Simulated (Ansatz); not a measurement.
# Phonons of ZnS (F-43m) against volume, part 2 of 3

Aim: how do the optical modes of ZnS (F-43m) move with volume?

Ansatz 0.2.0; DFT PBE, scalar-relativistic, plane waves, PAW; PAW set soft_1.

So far. Step 3 (Tight relaxation): The forces vanish by symmetry and the pressure is 0.000 GPa, within the tolerances set. The cell now holds 20.16 Å³/atom.

The database entry behind the starting cell differs from later determinations by our own check (about 0.1 % short), so it need not match the best structure at ambient conditions.

### Step 4. Modes at rest

The modes at rest are the reference of the series, and the response to a field gives the dielectric tensor and the Born charges.

File input.yaml:

```yaml
crystal:
  lattice:
    - [0.0, 2.7218308454, 2.7218308454]
    - [2.7218308454, 0.0, 2.7218308454]
    - [2.7218308454, 2.7218308454, 0.0]
  atoms:
    - { symbol: S, position: [0.0, 0.0, 0.0] }
    - { symbol: Zn, position: [0.75, 0.75, 0.75] }
kpoints:
  mp_grid: { grid: [12, 12, 12] }
hamiltonian:
  xc: pbe
  pseudopotentials: { kind: paw, azcp: { folder: soft_1 } }
scf:
  occupations: { method: fixed }
output:
  eigenvalues: true
phonons:
  method: dfpt
  dielectric: true
  rigid_motions: translations
  raman: true
```

On the command line:

```sh
ansatz run input.yaml --threads 4 --pin off --max-ram 10240MiB --backend cpu --events-out ev --progress --plain --runs-dir out
```

Numbers of over 12 decimals in the logs are rounded to 6 here.

Output:

```text
[...]
Crystal: 2 atoms, lattice volume = 40.329 Å³
Basis set: ecut = 420 eV, 749 PW (Γ), exchange–correlation on 54×54×54 points (8 copies of the dense FFT grid, shifted against one another)
Bands: 13, of which v1, the nominal top of the filled ones, is band 9 counted from 1 (8 counted from 0)
Symmetry: 24 space group operations
k-points: 280 of 1728 (irreducible under 4 space group operations, time reversal used)
[...]
SCF iter   1: F=—  HF=-4222.829568 eV  |F-HF|=—  |Δ(HF+E_count)|=         —  Δρ=4.12e-2  dr2=4.13e-1  ethr=3.10e-3  ⟨swp⟩=5.1  Hψ=21702  notcnv=0  defer=533
[...]
SCF iter   9: F=-4222.736156 eV  HF=-4222.736156 eV  |F-HF|=4.18e-11  |Δ(HF+E_count)|=  1.24e-10  Δρ=3.08e-7  dr2=1.64e-11  ethr=1.00e-12  ⟨swp⟩=9.1  Hψ=27390  notcnv=0
SCF 1 converged in 9 iterations: F = -4222.736156 eV  dr2 = 1.64e-11
[...]
NSCF: frozen V_eff on 1 k-points
DFPT response loops at Γ: preconditioner auto → none (the input reference at scf.mixing.eps_inf says where Resta's filter doesn't serve); β = 0.50; Broyden in place of MSR1
── the response to a field inside a basis, on 12×12×12 k-points: an SCF that follows is theirs, and a resumed run solves both again ──
Bands: 10, of which v1, the nominal top of the filled ones, is band 9 counted from 1 (8 counted from 0)
k-points: 182
[...]
Eigensolver: Dense (182 Hₖ)
SCF iter   1: F=—  HF=-4222.736513 eV  |F-HF|=—  |Δ(HF+E_count)|=         —  Δρ=3.53e-4  dr2=1.83e-5  ethr=1.00e-1
[...]
SCF iter   6: F=-4222.736508 eV  HF=-4222.736508 eV  |F-HF|=1.82e-11  |Δ(HF+E_count)|=  6.95e-10  Δρ=4.11e-7  dr2=3.36e-11  ethr=2.27e-11
SCF 1 converged in 6 iterations: F = -4222.736508 eV  dr2 = 3.36e-11
[...]
SCF converged after 9 iterations
Free energy (F): -4222.736156 eV
[...]
Internal energy: -4222.736156 eV  (E = F + TS)
E sigma→0 (E₀):  -4222.736156 eV
Fermi energy:    5.489457 eV
[...]
--- Band table (eV; the first three rows and the last of 280) ---
  k-point 0: bands = [... 5 lower, -0.2908, 5.4895, 5.4895, 5.4895, 7.5005, 11.8735, 11.8735, 11.8735]
  k-point 1: bands = [... 5 lower, -0.2918, 4.9065, 5.4234, 5.4234, 7.9693, 11.7937, 11.9908, 11.9908]
  k-point 2: bands = [... 5 lower, -0.2926, 3.8315, 5.2528, 5.2528, 8.6176, 11.8292, 12.2621, 12.2621]
  k-point 279: bands = [... 5 lower, 0.0878, 1.0030, 2.8453, 2.8605, 11.1864, 11.4080, 13.2933, 13.6945]
--- Phonons (Γ-DFPT): 2 representative perturbations + reference, on 280 of 1728 k-points (Σ response iterations 6) ---
  k mesh reduced under 4 symmetry operations, with k and −k counted as one. Each operation leaves every solved perturbation unchanged. A smaller set is not considered because the run solves the response to a homogeneous field
  ASR residual: 2.477e-4 → 0.000e0 eV/Å²; symmetrization residual: 5.275e-6 eV/Å²
  ASR residual per site (eV/Å²): 3.89e-5 2.48e-4
  Γ frequencies (cm⁻¹): 0.00 0.00 0.00 260.14 260.14 260.14
  ε∞ (high-frequency dielectric tensor):
        5.935710    -0.000000     0.000000
       -0.000000     5.935710     0.000000
        0.000000     0.000000     5.935710
  ε⁰ (static dielectric tensor: ions relaxed, cell fixed):
        9.346900    -0.000000     0.000000
       -0.000000     9.346900     0.000000
        0.000000     0.000000     9.346900
  ε⁰ − ε∞ (ionic part):
        3.411190    -0.000000     0.000000
       -0.000000     3.411190     0.000000
        0.000000     0.000000     3.411190
  softest optical mode at Γ: 260.14 cm⁻¹; the repairs (sum rule, projections) moved no ω² at Γ by more than (1.14 cm⁻¹)²
  Born effective charges Z* (e; rows j = field, columns β = displacement):
    site 0:
        -2.01743    0.00000   -0.00000
         0.00000   -2.01743   -0.00000
         0.00000   -0.00000   -2.01743
    site 1:
         2.01743   -0.00000    0.00000
        -0.00000    2.01743    0.00000
        -0.00000    0.00000    2.01743
  Z* charge neutrality: 3.398e-4 e pre-enforcement
  solved inside a basis spanned on kpoints, on 12×12×12 k-points transformed towards the longest dipole: ε∞ is read to err by 1.5e-2, Z* by 1.3e-2 e (field_mesh: kpoints solves on kpoints); Z* is corrected for what the basis lacks
  Raman tensors (in the event stream and the table raman_tensors.tsv): an entry may err by 6.3e-3 Å², one of the second-order susceptibility by 1.5e-1 pm/V (basis, points and sum rule); their sum over the sites missed zero by 5.750e-7 Å² ahead of its enforcement
  optical modes at Γ without the LO–TO term, one row a degenerate level:
      ω (cm⁻¹)  modes    IR ((D/Å)²/amu)  static Raman (Å⁴/amu)  depolarisation
        260.14      3            13.0951                 4.7569           0.750
  optical modes at Γ + LO–TO along q̂ = [1.0000, 0.0000, 0.0000]:
      ω (cm⁻¹)  modes    IR ((D/Å)²/amu)  static Raman (Å⁴/amu)  depolarisation
        260.14      2             8.7301                 3.1713           0.750
        326.45      1             4.3650                 2.9273           0.750
  optical modes at Γ + LO–TO along q̂ = [0.0000, 1.0000, 0.0000]:
      ω (cm⁻¹)  modes    IR ((D/Å)²/amu)  static Raman (Å⁴/amu)  depolarisation
        260.14      2             8.7301                 3.1713           0.750
        326.45      1             4.3650                 2.9273           0.750
  optical modes at Γ + LO–TO along q̂ = [0.0000, 0.0000, 1.0000]:
      ω (cm⁻¹)  modes    IR ((D/Å)²/amu)  static Raman (Å⁴/amu)  depolarisation
        260.14      2             8.7301                 3.1713           0.750
        326.45      1             4.3650                 2.9273           0.750
```

Run time: 2 min. Hardware: 4 threads of Arm Neoverse V1, shared host; peak memory 1.2 GiB.

Numbers from this step:

| Item | Value |
| --- | --- |
| sum-rule residual before enforcement | 2.48e-4 eV/Å² |
| miss of the charge sum rule | 3.40e-4 e |
| estimated error of the dielectric tensor | 0.01513 |
| estimated error of the Born charges | 0.01259 e |
| point group | -43m |
| highest optical mode at the zone centre (no LO-TO term) | 260.1 cm⁻¹ |
| lowest optical zone-centre mode | 260.1 cm⁻¹ |
| mean high-frequency dielectric constant | 5.936 |
| largest Born charge (third of the trace) | -2.017 e |
| mean static dielectric constant | 9.347 |
| top of the zone-centre spectrum with the field | 326.4 cm⁻¹ |

Without the LO-TO term. Patterns of degenerate modes are one choice out of their space. The modes at Γ (shares of kinetic energy by element, %):

```
mode  frequency (cm⁻¹)  symmetry  S %  Zn %
   1               0.0  acoustic   33    67
   2               0.0  acoustic   33    67
   3               0.0  acoustic   33    67
   4             260.1        T2   67    33
   5             260.1        T2   67    33
   6             260.1        T2   67    33
```

Displacements in mode 4 (260.1 cm⁻¹), the largest set to 1:
```
S1   1.00  0.00  0.00
Zn2 -0.49  0.00  0.00
```

Optical modes at the zone centre, without and with the macroscopic field of the longitudinal modes; each column is sorted by frequency, so a row need not hold one and the same mode. Modes with and without the field, by row:

```
rank among optical modes  no field (cm⁻¹)  q along (1, 0, 0) (cm⁻¹)
                       1            260.1                     260.1
                       2            260.1                     260.1
                       3            260.1                     326.4
```

Born charge (rows field, columns displacement) (e), principal values of the symmetric part by kind of site:

```
atom  atoms with these values    low  middle   high   mean
  S1                        1  -2.02   -2.02  -2.02  -2.02
 Zn2                        1   2.02    2.02   2.02   2.02
```

In full for S1:

```
-2.02  0.00  0.00
 0.00 -2.02  0.00
 0.00  0.00 -2.02
```

High-frequency dielectric tensor:

```
5.94 0.00 0.00
0.00 5.94 0.00
0.00 0.00 5.94
```

Static dielectric tensor (ions relaxed, fixed cell):

```
9.35 0.00 0.00
0.00 9.35 0.00
0.00 0.00 9.35
```

Transverse modes. Lines of the infrared spectrum (strongest = 100):

```
position (cm⁻¹)  label  relative intensity
            260     T2                 100
```

Activity x (w_L - w)^4 (n + 1)/w, 532 nm, 300 K; the tensors are static ones, while 532 nm light lies above the computed direct gap, where resonance would change the heights; modes without the macroscopic field alone. Raman lines, with heights relative to the strongest:

```
position (cm⁻¹)  label  relative intensity
            260     T2                 100
```

Before it was imposed, the acoustic sum rule was missed by 2.5e-4 eV/Å² and the charge sum rule by 3.4e-4 e. Small misses are needed for a sound result but don't prove that mesh and cutoff are converged. The lowest optical mode is real, 260 cm⁻¹.

### Step 5. Ground state of a member: 1.06 times the volume at rest

The cell is set to 1.06 times the volume at rest; symmetry leaves nothing else free, so this is a single point.

input.yaml, the sections that differ from step 4:

```yaml
crystal:
  lattice:
    - [0.0, 2.7752136305, 2.7752136305]
    - [2.7752136305, 0.0, 2.7752136305]
    - [2.7752136305, 2.7752136305, 0.0]
  atoms:
    - { symbol: S, position: [0.0, 0.0, 0.0] }
    - { symbol: Zn, position: [0.75, 0.75, 0.75] }
output:
  forces: true
  stress: true
  eigenvalues: true
# kpoints, hamiltonian, scf: as in step 4
# phonons: removed
```

Output:

```text
[...]
Crystal: 2 atoms, lattice volume = 42.748 Å³
Basis set: ecut = 420 eV, 869 PW (Γ), exchange–correlation on 54×54×54 points (8 copies of the dense FFT grid, shifted against one another)
Bands: 13, of which v1, the nominal top of the filled ones, is band 9 counted from 1 (8 counted from 0)
Symmetry: 24 space group operations
[...]
k-points: 72 of 1728 (time reversal used)
[...]
SCF iter   1: F=—  HF=-4222.800694 eV  |F-HF|=—  |Δ(HF+E_count)|=         —  Δρ=4.11e-2  dr2=4.19e-1  ethr=3.10e-3  ⟨swp⟩=5.1  Hψ=5507  notcnv=0  defer=134
[...]
SCF iter   7: F=-4222.707818 eV  HF=-4222.707819 eV  |F-HF|=3.36e-8  |Δ(HF+E_count)|=   2.59e-7  Δρ=1.14e-5  dr2=4.99e-8  ethr=5.56e-10  ⟨swp⟩=7.2  Hψ=7091  notcnv=0
SCF 1 converged in 7 iterations: F = -4222.707818 eV  dr2 = 4.99e-8
[...]
SCF converged after 7 iterations
Free energy (F): -4222.707818 eV
[...]
Internal energy: -4222.707818 eV  (E = F + TS)
E sigma→0 (E₀):  -4222.707818 eV
Fermi energy:    4.776719 eV
[...]
--- Stress (GPa, compression-positive) ---
       -3.558744      -0.000000      -0.000000
       -0.000000      -3.558744       0.000000
       -0.000000       0.000000      -3.558744
  P = ⅓ Tr σ = -3.5587 GPa (-35.587 kbar)
--- Band table (eV; the first three rows and the last of 72) ---
  k-point 0: bands = [... 5 lower, -0.8731, 4.7767, 4.7767, 4.7767, 6.5426, 11.1889, 11.1889, 11.1889]
  k-point 1: bands = [... 5 lower, -0.8738, 4.2041, 4.7175, 4.7175, 7.0176, 11.0948, 11.2978, 11.2978]
  k-point 2: bands = [... 5 lower, -0.8743, 3.1801, 4.5637, 4.5637, 7.6779, 11.0779, 11.5509, 11.5509]
  k-point 71: bands = [... 5 lower, -0.5466, 0.5572, 2.3607, 2.3960, 10.4293, 10.4851, 12.4468, 13.0031]
```

The job ended after 1.4 s (4 threads; peak memory 0.34 GiB).

Numbers from this step:

```yaml
pressure: -3.559 GPa
gap_on_the_k_mesh: 1.766 eV
volume_per_atom: 21.37 Å³
```

The forces vanish by symmetry, at a pressure of -3.56 GPa.

### Step 6. Zone-centre modes of the member: 1.06 times the volume at rest

The zone-centre modes follow for 1.06 times the volume at rest, with the response to a field.

input.yaml: that of step 5 with these lines changed.

```diff
@@ -16,4 +16,6 @@
 output:
-  forces: true
-  stress: true
   eigenvalues: true
+phonons:
+  method: dfpt
+  dielectric: true
+  rigid_motions: translations
```

Output:

```text
[...]
Crystal: 2 atoms, lattice volume = 42.748 Å³
Basis set: ecut = 420 eV, 869 PW (Γ), exchange–correlation on 54×54×54 points (8 copies of the dense FFT grid, shifted against one another)
Bands: 13, of which v1, the nominal top of the filled ones, is band 9 counted from 1 (8 counted from 0)
Symmetry: 24 space group operations
k-points: 280 of 1728 (irreducible under 4 space group operations, time reversal used)
[...]
SCF iter   1: F=—  HF=-4222.800693 eV  |F-HF|=—  |Δ(HF+E_count)|=         —  Δρ=4.11e-2  dr2=4.19e-1  ethr=3.10e-3  ⟨swp⟩=5.0  Hψ=21486  notcnv=0  defer=533
[...]
SCF iter   9: F=-4222.707818 eV  HF=-4222.707818 eV  |F-HF|=5.37e-11  |Δ(HF+E_count)|=  8.37e-11  Δρ=3.32e-7  dr2=2.20e-11  ethr=1.00e-12  ⟨swp⟩=9.5  Hψ=27722  notcnv=0
SCF 1 converged in 9 iterations: F = -4222.707818 eV  dr2 = 2.20e-11
[...]
Bands: 10, of which v1, the nominal top of the filled ones, is band 9 counted from 1 (8 counted from 0)
k-points: 182 of 1728 (irreducible under 6 space group operations, time reversal used)
[...]
Eigensolver: Dense (182 Hₖ)
SCF iter   1: F=—  HF=-4222.708009 eV  |F-HF|=—  |Δ(HF+E_count)|=         —  Δρ=3.15e-4  dr2=1.57e-5  ethr=1.00e-1
[...]
SCF iter   4: F=-4222.708005 eV  HF=-4222.708005 eV  |F-HF|=2.15e-8  |Δ(HF+E_count)|=   1.29e-5  Δρ=1.53e-5  dr2=5.58e-8  ethr=8.71e-8
SCF 1 converged in 4 iterations: F = -4222.708005 eV  dr2 = 5.58e-8
[...]
SCF converged after 9 iterations
Free energy (F): -4222.707818 eV
[...]
Internal energy: -4222.707818 eV  (E = F + TS)
E sigma→0 (E₀):  -4222.707818 eV
Fermi energy:    4.776876 eV
[...]
--- Band table (eV; the first three rows and the last of 280) ---
  k-point 0: bands = [... 5 lower, -0.8730, 4.7769, 4.7769, 4.7769, 6.5426, 11.1889, 11.1889, 11.1889]
  k-point 1: bands = [... 5 lower, -0.8737, 4.2043, 4.7177, 4.7177, 7.0177, 11.0949, 11.2978, 11.2978]
  k-point 2: bands = [... 5 lower, -0.8743, 3.1802, 4.5639, 4.5639, 7.6780, 11.0780, 11.5509, 11.5509]
  k-point 279: bands = [... 5 lower, -0.5465, 0.5572, 2.3609, 2.3961, 10.4294, 10.4852, 12.4468, 13.0031]
[...]
ASR residual: 2.556e-4 → 0.000e0 eV/Å²; symmetrization residual: 7.952e-6 eV/Å²
  ASR residual per site (eV/Å²): 1.58e-4 2.56e-4
  Γ frequencies (cm⁻¹): 0.00 0.00 0.00 233.47 233.47 233.47
  ε∞ (high-frequency dielectric tensor):
        6.004987    -0.000000     0.000000
       -0.000000     6.004987     0.000000
        0.000000     0.000000     6.004987
  ε⁰ (static dielectric tensor: ions relaxed, cell fixed):
       10.311094    -0.000000     0.000000
       -0.000000    10.311094     0.000000
        0.000000     0.000000    10.311094
  ε⁰ − ε∞ (ionic part):
        4.306107    -0.000000     0.000000
       -0.000000     4.306107     0.000000
        0.000000     0.000000     4.306107
[...]
Born effective charges Z* (e; rows j = field, columns β = displacement):
    site 0:
        -2.09436    0.00000   -0.00000
         0.00000   -2.09436   -0.00000
        -0.00000   -0.00000   -2.09436
    site 1:
         2.09436   -0.00000    0.00000
        -0.00000    2.09436    0.00000
         0.00000    0.00000    2.09436
  Z* charge neutrality: 5.069e-4 e pre-enforcement
  solved inside a basis spanned on kpoints, on 12×12×12 k-points, its susceptibility summed on 16×16×16: ε∞ is read to err by 1.5e-2, Z* by 1.3e-2 e (field_mesh: kpoints solves on kpoints); Z* is corrected for what the basis lacks
  optical modes at Γ without the LO–TO term, one row a degenerate level:
      ω (cm⁻¹)  modes    IR ((D/Å)²/amu)
        233.47      3            14.1128
  optical modes at Γ + LO–TO along q̂ = [1.0000, 0.0000, 0.0000]:
      ω (cm⁻¹)  modes    IR ((D/Å)²/amu)
        233.47      2             9.4086
        305.93      1             4.7043
  optical modes at Γ + LO–TO along q̂ = [0.0000, 1.0000, 0.0000]:
      ω (cm⁻¹)  modes    IR ((D/Å)²/amu)
        233.47      2             9.4086
        305.93      1             4.7043
  optical modes at Γ + LO–TO along q̂ = [0.0000, 0.0000, 1.0000]:
      ω (cm⁻¹)  modes    IR ((D/Å)²/amu)
        233.47      2             9.4086
        305.93      1             4.7043
```

Elapsed: 38 s, on 4 threads; peak memory 0.82 GiB; 2.4 min of CPU time.

This step gave:

```yaml
sum_rule_residual_before_enforcement: 2.56e-4 eV/Å²
miss_of_the_charge_sum_rule: 5.07e-4 e
estimated_error_of_the_dielectric_tensor: 0.01550
estimated_error_of_the_born_charges: 0.01273 e
highest_optical_mode_at_the_zone_centre_no_lo_to_term: 233.5 cm⁻¹
lowest_optical_zone_centre_mode: 233.5 cm⁻¹
mean_high_frequency_dielectric_constant: 6.005
largest_born_charge_third_of_the_trace: -2.094 e
mean_static_dielectric_constant: 10.31
top_of_the_zone_centre_spectrum_with_the_field: 305.9 cm⁻¹
```

Without the LO-TO term. Patterns of degenerate modes are one choice out of their space. Modes at Γ, with each element's share of the kinetic energy:

```
mode  frequency (cm⁻¹)  symmetry  S %  Zn %
   1               0.0  acoustic   33    67
   2               0.0  acoustic   33    67
   3               0.0  acoustic   33    67
   4             233.5        T2   67    33
   5             233.5        T2   67    33
   6             233.5        T2   67    33
```

Transverse modes. Lines of the infrared spectrum (strongest = 100):

```
position (cm⁻¹)  label  relative intensity
            234     T2                 100
```

The optical mode without the LO-TO term lies at 233.5 cm⁻¹.

For the mean static dielectric tensor (ions relaxed, fixed cell), step 4 gave 9.35; this run, with volume ratio 1.06, gives 10.3 (+10 %).

### Step 7. Ground state of a member: 0.9 times the volume at rest

The cell is set to 0.9 times the volume at rest; symmetry leaves nothing else free, so this is a single point.

input.yaml, the sections that differ from step 6:

```yaml
crystal:
  lattice:
    - [0.0, 2.627898788, 2.627898788]
    - [2.627898788, 0.0, 2.627898788]
    - [2.627898788, 2.627898788, 0.0]
  atoms:
    - { symbol: S, position: [0.0, 0.0, 0.0] }
    - { symbol: Zn, position: [0.75, 0.75, 0.75] }
output:
  forces: true
  stress: true
  eigenvalues: true
# kpoints, hamiltonian, scf: as in step 6
# phonons: removed
```

Output:

```text
[...]
Crystal: 2 atoms, lattice volume = 36.296 Å³
Basis set: ecut = 420 eV, 725 PW (Γ), exchange–correlation on 50×50×50 points (8 copies of the dense FFT grid, shifted against one another)
Bands: 13, of which v1, the nominal top of the filled ones, is band 9 counted from 1 (8 counted from 0)
Symmetry: 24 space group operations
[...]
k-points: 72 of 1728 (time reversal used)
[...]
P = ⅓ Tr σ = 9.2560 GPa (92.560 kbar)
--- Band table (eV; the first three rows and the last of 72) ---
  k-point 0: bands = [... 5 lower, 0.8036, 6.9069, 6.9069, 6.9069, 9.3797, 13.1948, 13.1948, 13.1948]
  k-point 1: bands = [... 5 lower, 0.8024, 6.2973, 6.8267, 6.8267, 9.8380, 13.1489, 13.3301, 13.3301]
  k-point 2: bands = [... 5 lower, 0.8010, 5.1230, 6.6213, 6.6213, 10.4422, 13.3068, 13.6377, 13.6377]
  k-point 71: bands = [... 5 lower, 1.2943, 1.9028, 3.7247, 3.8623, 12.5592, 13.2807, 14.9173, 15.0449]
[key lines of the parts left out:]
SCF converged after 8 iterations
Free energy (F): -4222.630257 eV
Fermi energy:    6.906854 eV
```

Elapsed: 1.3 s, on 4 threads; peak memory 0.33 GiB; 4.7 s of CPU time.

Numbers from this step:

* pressure: 9.256 GPa
* gap on the k-mesh: 2.473 eV
* volume per atom: 18.15 Å³

The forces vanish by symmetry, at a pressure of 9.26 GPa.

[end of part 2 of 3]

[Logs are printed without paths, hosts, clocks, repeated set-up lines and the standing remarks that a program may print on its own settings, such as how far it seeks lower states.]

[Hosts, paths, dates, database ids (printed as entryN), source tags and the programs' standing remarks are cut or masked in the printed files.]
